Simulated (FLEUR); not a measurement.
# Magnetic state of MnO2 (Pyrolusite) from several starts, part 3 of 4

A self-consistent run ends on one state, which hangs on the start. Several orders of MnO2 (Pyrolusite) are started in FLEUR and their energies compared.

FLEUR MaX-R8.1; PBE with U = 4 eV on Mn d; all-electron FLAPW, Dirac cores, scalar-relativistic bands.

So far, largest spin moment in the muffin-tin sphere (μB): step 2 (order 1, typed as ferro ++) 2.97; step 3 (order 2, typed as antiferro +-) 2.88; step 4 (start 3: antiferro q=(0,1/2,0) +-+-) 2.92.

## Step 5: Order 4, typed as antiferro q=(0,0,1/2) +-+-

Another pattern of signs weighs the neighbour shells otherwise.

This order needs a doubled cell of 12 atoms. The mesh is halved along the doubled vector, so that both cells sample the same points. The k list default-1 (kpts.xml, not shown) is a Γ-centred 8×8×4 mesh.

Contents of inp.xml:

```
<?xml version="1.0" encoding="UTF-8" standalone="no"?>
<fleurInput fleurInputVersion="0.39">
   <comment>
      MnO2
   </comment>
   <calculationSetup>
      <cutoffs Kmax="4.4" Gmax="13.2" GmaxXC="13.2" numbands="0"/>
      <scfLoop itmax="120" minDistance="0.0001" maxIterBroyd="15" imix="Anderson" alpha="0.05" precondParam="0.0" spinf="2.0" sdNocoIR="T"/>
      <coreElectrons ctail="T" frcor="F" kcrel="0" coretail_lmax="0"/>
      <xcFunctional name="pbe" relativisticCorrections="F"/>
      <magnetism jspins="2"/>
      <soc l_soc="F" theta="0.0" phi="0.0" spav="F"/>
      <expertModes spex="0" secvar="F"/>
      <geometryOptimization l_f="F" forcealpha="1.0" forcemix="BFGS" epsdisp="0.00001" epsforce="0.00001"/>
      <ldaU l_linMix="F" mixParam="0.05" spinf="1.0"/>
   </calculationSetup>
   <cell>
      <bzIntegration valenceElectrons="108.0" mode="hist" fermiSmearingEnergy="0.00183747">
         <kPointListSelection listName="default-1"/>
         <xi:include xmlns:xi="http://www.w3.org/2001/XInclude" href="kpts.xml"> </xi:include>
      </bzIntegration>
      <xi:include xmlns:xi="http://www.w3.org/2001/XInclude" href="sym.xml"> </xi:include>
      <bulkLattice scale="1.0">
         <bravaisMatrix>
            <row-1>    8.3115824138281784     0.0000000000000000     0.0000000000000000</row-1>
            <row-2>    0.0000000000000000     8.3115824138281784     0.0000000000000000</row-2>
            <row-3>    0.0000000000000000     0.0000000000000000    10.8583663119516007</row-3>
         </bravaisMatrix>
      </bulkLattice>
   </cell>
   <atomSpecies>
      <species name="Manganese 4.500" element="Mn" atomicNumber="25">
         <mtSphere radius="2.21" gridPoints="731" logIncrement="0.017"/>
         <atomicCutoffs lmax="8" lnonsphr="6"/>
         <electronConfig flipSpins="F">
            <coreConfig>(1s1/2) (2s1/2) (2p1/2) (2p3/2)</coreConfig>
            <valenceConfig>(3s1/2) (3p1/2) (3p3/2) (4s1/2) (3d3/2) (3d5/2)</valenceConfig>
            <stateOccupation state="(3d3/2)" spinUp="1.75" spinDown="0.25"/>
            <stateOccupation state="(3d5/2)" spinUp="3.0" spinDown="0.0"/>
         </electronConfig>
         <energyParameters s="4" p="4" d="3" f="4"/>
         <ldaU l="2" U="4.0" J="0.0" l_amf="F"/>
         <lo type="SCLO" l="0" n="3" eDeriv="0"/>
         <lo type="SCLO" l="1" n="3" eDeriv="0"/>
      </species>
      <species name="Manganese -4.500" element="Mn" atomicNumber="25">
         <mtSphere radius="2.21" gridPoints="731" logIncrement="0.017"/>
         <atomicCutoffs lmax="8" lnonsphr="6"/>
         <electronConfig flipSpins="F">
            <coreConfig>(1s1/2) (2s1/2) (2p1/2) (2p3/2)</coreConfig>
            <valenceConfig>(3s1/2) (3p1/2) (3p3/2) (4s1/2) (3d3/2) (3d5/2)</valenceConfig>
            <stateOccupation state="(3d3/2)" spinUp="0.25" spinDown="1.75"/>
            <stateOccupation state="(3d5/2)" spinUp="0.0" spinDown="3.0"/>
         </electronConfig>
         <energyParameters s="4" p="4" d="3" f="4"/>
         <ldaU l="2" U="4.0" J="0.0" l_amf="F"/>
         <lo type="SCLO" l="0" n="3" eDeriv="0"/>
         <lo type="SCLO" l="1" n="3" eDeriv="0"/>
      </species>
      <species name="Oxygen (O)" element="O" atomicNumber="8">
         <mtSphere radius="1.25" gridPoints="415" logIncrement="0.025"/>
         <atomicCutoffs lmax="6" lnonsphr="4"/>
         <electronConfig flipSpins="F">
            <coreConfig>(1s1/2)</coreConfig>
            <valenceConfig>(2s1/2) (2p1/2) (2p3/2)</valenceConfig>
            <stateOccupation state="(2p1/2)" spinUp="0.666667" spinDown="0.666667"/>
            <stateOccupation state="(2p3/2)" spinUp="1.333333" spinDown="1.333333"/>
         </electronConfig>
         <energyParameters s="2" p="2" d="3" f="4"/>
      </species>
   </atomSpecies>
   <atomGroups>
      <atomGroup species="Manganese 4.500">
         <relPos label="                   1">.0000000000 .0000000000 .0000000000</relPos>
         <relPos label="                   3">1.000/2.000 1.000/2.000 1.000/4.000</relPos>
         <force calculate="T" relaxXYZ="TTT"/>
      </atomGroup>
      <atomGroup species="Manganese -4.500">
         <relPos label="                   2">.0000000000 .0000000000 1.000/2.000</relPos>
         <relPos label="                   4">1.000/2.000 1.000/2.000 -1.000/4.000</relPos>
         <force calculate="T" relaxXYZ="TTT"/>
      </atomGroup>
      <atomGroup species="Oxygen (O)">
         <relPos label="                   5">.3051500000 .3051500000 .0000000000</relPos>
         <relPos label="                   7">.1948500000 -.1948500000 1.000/4.000</relPos>
         <relPos label="                   9">-.3051500000 -.3051500000 .0000000000</relPos>
         <relPos label="                  11">-.1948500000 .1948500000 1.000/4.000</relPos>
         <force calculate="T" relaxXYZ="TTT"/>
      </atomGroup>
      <atomGroup species="Oxygen (O)">
         <relPos label="                   6">.3051500000 .3051500000 1.000/2.000</relPos>
         <relPos label="                   8">.1948500000 -.1948500000 -1.000/4.000</relPos>
         <relPos label="                  10">-.3051500000 -.3051500000 1.000/2.000</relPos>
         <relPos label="                  12">-.1948500000 .1948500000 -1.000/4.000</relPos>
         <force calculate="T" relaxXYZ="TTT"/>
      </atomGroup>
   </atomGroups>
   <output dos="F" band="F" slice="F">
      <bandDOS minEnergy="-.5*Htr" maxEnergy="0.5*Htr" sigma="0.015" storeEVData="T"/>
      <plotting iplot="0" polar="F">
         <plot TwoD="T" vec1="  1.0  0.0  0.0" vec2="  0.0  1.0  0.0" vec3="  0.0  0.0  1.0" zero="  0.0  0.0  0.0" file="plot"/>
      </plotting>
      <moessbauerParams electricFieldGradient="F" isomerShift="F" coreHyperfine="F" valenceHyperfine="F"/>
   </output>
</fleurInput>
```

Contents of crystal.txt:

```
MnO2
&input film=F cartesian=F /
4.39830000000  0.00000000000  0.00000000000
0.00000000000  4.39830000000  0.00000000000
0.00000000000  0.00000000000  5.74600000000
1.8897261246
1.0 1.0 1.0

12
25 0.00000000000  0.00000000000  0.00000000000 : 4.500
25 0.00000000000  0.00000000000  0.50000000000 : -4.500
25 0.50000000000  0.50000000000  0.25000000000 : 4.500
25 0.50000000000  0.50000000000  0.75000000000 : -4.500
8 0.30515000000  0.30515000000  0.00000000000
8 0.30515000000  0.30515000000  0.50000000000
8 0.19485000000  0.80515000000  0.25000000000
8 0.19485000000  0.80515000000  0.75000000000
8 0.69485000000  0.69485000000  0.00000000000
8 0.69485000000  0.69485000000  0.50000000000
8 0.80515000000  0.19485000000  0.25000000000
8 0.80515000000  0.19485000000  0.75000000000

&kpt div1=8 div2=8 div3=4 gamma=T /
```

The run is started by

```console
$ OMP_NUM_THREADS=1 inpgen -f crystal.txt > inpgen.log  # inp.xml is then edited as shown
$ OMP_NUM_THREADS=1 mpirun -n 4 fleur_MPI > fleur.log
```

The log of the run:

```text
[banner, memory and clock lines left out]
Welcome to FLEUR        (www.flapw.de)
      MaX-Release 8.1          (www.max-centre.eu)

 ========== k-point set info ==========
 Selected k-point list: default-1
 k-point list type: mesh
 0 x 0 x 0
 Number of k points: 48

 [... set-up left out ...]
 no density matrix found ... skipping LDA+U
 Reset of history
 Iteration:     1   Distance:      43.78610507 me/bohr^3
 Iteration:     2   Distance:      39.40457925 me/bohr^3
 Iteration:     3   Distance:      32.73140951 me/bohr^3
 Iteration:     4   Distance:      17.66420988 me/bohr^3
[...]
[... left out ...]
            <freeEnergy value="-5236.1578934247"/>
            <extrapolationTo0K value="-5236.1578927644"/>
         </totalEnergy>
         [... left out ...]
         <ldaUDensityMatrixConvergence>
            <distance spin="1" distance="0.000004"/>
            <distance spin="2" distance="0.000003"/>
         </ldaUDensityMatrixConvergence>
         <densityConvergence units="me/bohr^3">
            <chargeDensity spin="1" distance="0.0000733732"/>
            <chargeDensity spin="2" distance="0.0000491044"/>
            <overallChargeDensity distance="0.0000925117"/>
            <spinDensity distance="0.0000838529"/>
         </densityConvergence>
      </iteration>
```

It took 17 min on 4 MPI ranks of Arm Neoverse V1, shared host; peak memory 0.66 GiB; 70 min of CPU time.

Read from the output:

```yaml
free_energy: -142483.1149 eV
program_s_band_gap_on_this_mesh_in_a_metal_only_a_level_spacing: 0.5411 eV
magnetization: 0 μB
final_state: antiferromagnetic
largest_moment: 2.873 μB
```

It lies 26.4 meV a seeded atom under the first start, and its largest moment is 2.87 μB against 2.97 μB.

## Step 6: Run 5 (antiferro q=(1/2,1/2,0) +-+-)

Another pattern of signs weighs the neighbour shells otherwise.

The cell is doubled to 12 atoms to hold this order. The mesh is halved along the doubled vector, so that both cells sample the same points. The k list default-1 (kpts.xml, not shown) is a Γ-centred 4×8×8 mesh.

inp.xml: that of step 5 with these lines changed.

```diff
@@ -24,5 +24,5 @@
          <bravaisMatrix>
-            <row-1>    8.3115824138281784     0.0000000000000000     0.0000000000000000</row-1>
-            <row-2>    0.0000000000000000     8.3115824138281784     0.0000000000000000</row-2>
-            <row-3>    0.0000000000000000     0.0000000000000000    10.8583663119516007</row-3>
+            <row-1>   16.6231648276563568     0.0000000000000000     0.0000000000000000</row-1>
+            <row-2>    8.3115824138281784     8.3115824138281784     0.0000000000000000</row-2>
+            <row-3>    0.0000000000000000     0.0000000000000000     5.4291831559758004</row-3>
          </bravaisMatrix>
@@ -74,3 +74,2 @@
          <relPos label="                   1">.0000000000 .0000000000 .0000000000</relPos>
-         <relPos label="                   3">1.000/2.000 1.000/2.000 1.000/4.000</relPos>
          <force calculate="T" relaxXYZ="TTT"/>
@@ -78,4 +77,11 @@
       <atomGroup species="Manganese -4.500">
-         <relPos label="                   2">.0000000000 .0000000000 1.000/2.000</relPos>
-         <relPos label="                   4">1.000/2.000 1.000/2.000 -1.000/4.000</relPos>
+         <relPos label="                   2">1.000/2.000 .0000000000 .0000000000</relPos>
+         <force calculate="T" relaxXYZ="TTT"/>
+      </atomGroup>
+      <atomGroup species="Manganese 4.500">
+         <relPos label="                   3">.0000000000 1.000/2.000 1.000/2.000</relPos>
+         <force calculate="T" relaxXYZ="TTT"/>
+      </atomGroup>
+      <atomGroup species="Manganese -4.500">
+         <relPos label="                   4">1.000/2.000 1.000/2.000 1.000/2.000</relPos>
          <force calculate="T" relaxXYZ="TTT"/>
@@ -83,6 +89,4 @@
       <atomGroup species="Oxygen (O)">
-         <relPos label="                   5">.3051500000 .3051500000 .0000000000</relPos>
-         <relPos label="                   7">.1948500000 -.1948500000 1.000/4.000</relPos>
-         <relPos label="                   9">-.3051500000 -.3051500000 .0000000000</relPos>
-         <relPos label="                  11">-.1948500000 .1948500000 1.000/4.000</relPos>
+         <relPos label="                   5">.0000000000 .3051500000 .0000000000</relPos>
+         <relPos label="                   9">.0000000000 -.3051500000 .0000000000</relPos>
          <force calculate="T" relaxXYZ="TTT"/>
@@ -90,6 +94,14 @@
       <atomGroup species="Oxygen (O)">
-         <relPos label="                   6">.3051500000 .3051500000 1.000/2.000</relPos>
-         <relPos label="                   8">.1948500000 -.1948500000 -1.000/4.000</relPos>
-         <relPos label="                  10">-.3051500000 -.3051500000 1.000/2.000</relPos>
-         <relPos label="                  12">-.1948500000 .1948500000 -1.000/4.000</relPos>
+         <relPos label="                   6">1.000/2.000 .3051500000 .0000000000</relPos>
+         <relPos label="                  10">1.000/2.000 -.3051500000 .0000000000</relPos>
+         <force calculate="T" relaxXYZ="TTT"/>
+      </atomGroup>
+      <atomGroup species="Oxygen (O)">
+         <relPos label="                   7">-.3051500000 -.1948500000 1.000/2.000</relPos>
+         <relPos label="                  11">.3051500000 .1948500000 1.000/2.000</relPos>
+         <force calculate="T" relaxXYZ="TTT"/>
+      </atomGroup>
+      <atomGroup species="Oxygen (O)">
+         <relPos label="                   8">.1948500000 -.1948500000 1.000/2.000</relPos>
+         <relPos label="                  12">-.1948500000 .1948500000 1.000/2.000</relPos>
          <force calculate="T" relaxXYZ="TTT"/>
```

Contents of crystal.txt:

```
MnO2
&input film=F cartesian=F /
8.79660000000  0.00000000000  0.00000000000
4.39830000000  4.39830000000  0.00000000000
0.00000000000  0.00000000000  2.87300000000
1.8897261246
1.0 1.0 1.0

12
25 0.00000000000  0.00000000000  0.00000000000 : 4.500
25 0.50000000000  0.00000000000  0.00000000000 : -4.500
25 0.00000000000  0.50000000000  0.50000000000 : 4.500
25 0.50000000000  0.50000000000  0.50000000000 : -4.500
8 0.00000000000  0.30515000000  0.00000000000
8 0.50000000000  0.30515000000  0.00000000000
8 0.69485000000  0.80515000000  0.50000000000
8 0.19485000000  0.80515000000  0.50000000000
8 0.00000000000  0.69485000000  0.00000000000
8 0.50000000000  0.69485000000  0.00000000000
8 0.30515000000  0.19485000000  0.50000000000
8 0.80515000000  0.19485000000  0.50000000000

&kpt div1=4 div2=8 div3=8 gamma=T /
```

The log of the run:

```text
[banner, memory and clock lines left out]
Welcome to FLEUR        (www.flapw.de)
      MaX-Release 8.1          (www.max-centre.eu)

 ========== k-point set info ==========
 Selected k-point list: default-1
 k-point list type: mesh
 0 x 0 x 0
 Number of k points: 92

 [... set-up left out ...]
 no density matrix found ... skipping LDA+U
 Reset of history
 Iteration:     1   Distance:      43.67638130 me/bohr^3
 Iteration:     2   Distance:      39.35950725 me/bohr^3
 Iteration:     3   Distance:      32.71566339 me/bohr^3
 Iteration:     4   Distance:      19.44990048 me/bohr^3
[...]
(+0.00000,+0.00000) (+0.00000,+0.10312) (+0.00000,+0.00000) (+0.21087,+0.00000) (+0.00000,+0.00000)
               (-0.04764,+0.00000) (+0.00000,+0.00000) (+0.00000,-0.07230) (+0.00000,+0.00000) (+0.17342,+0.00000)
            </densityMatrixFor>
            <densityMatrixFor spin="2" atomType="4" uIndex="4" l="2" U="4.00000000" J="0.00000000">
               (+0.76937,+0.00000) (+0.00000,+0.00000) (+0.00000,-0.15306) (+0.00000,+0.00000) (+0.18501,+0.00000)
               (+0.00000,+0.00000) (+0.70733,+0.00000) (+0.00000,+0.00000) (+0.00000,+0.24780) (+0.00000,+0.00000)
[... rest left out ...]
```

Run time: 20 min. Hardware: 4 MPI ranks; peak memory 0.76 GiB.

Numbers from this step:

```yaml
free_energy: -142483.0957 eV
program_s_band_gap_on_this_mesh_in_a_metal_only_a_level_spacing: 0.001747 eV
magnetization: 0 μB
final_state: antiferromagnetic
largest_moment: 2.932 μB
```

It lies 21.6 meV a seeded atom under the first start, and its largest moment is 2.93 μB against 2.97 μB.

(Continued in part 4 of 4.)

[Logs and program files are shortened in this print: banners, set-up blocks, solver, clock and traceback lines can be left out without a mark of their own.]

[Logs are printed without paths, hosts, clocks, repeated set-up lines and the standing remarks that a program may print on its own settings, such as how far it seeks lower states.]

[Hosts, paths, dates, database ids (printed as entryN), source tags and the programs' standing remarks are cut or masked in the printed files.]

[Where a cell is said to come from a database of computed structures, the database is the Materials Project.]
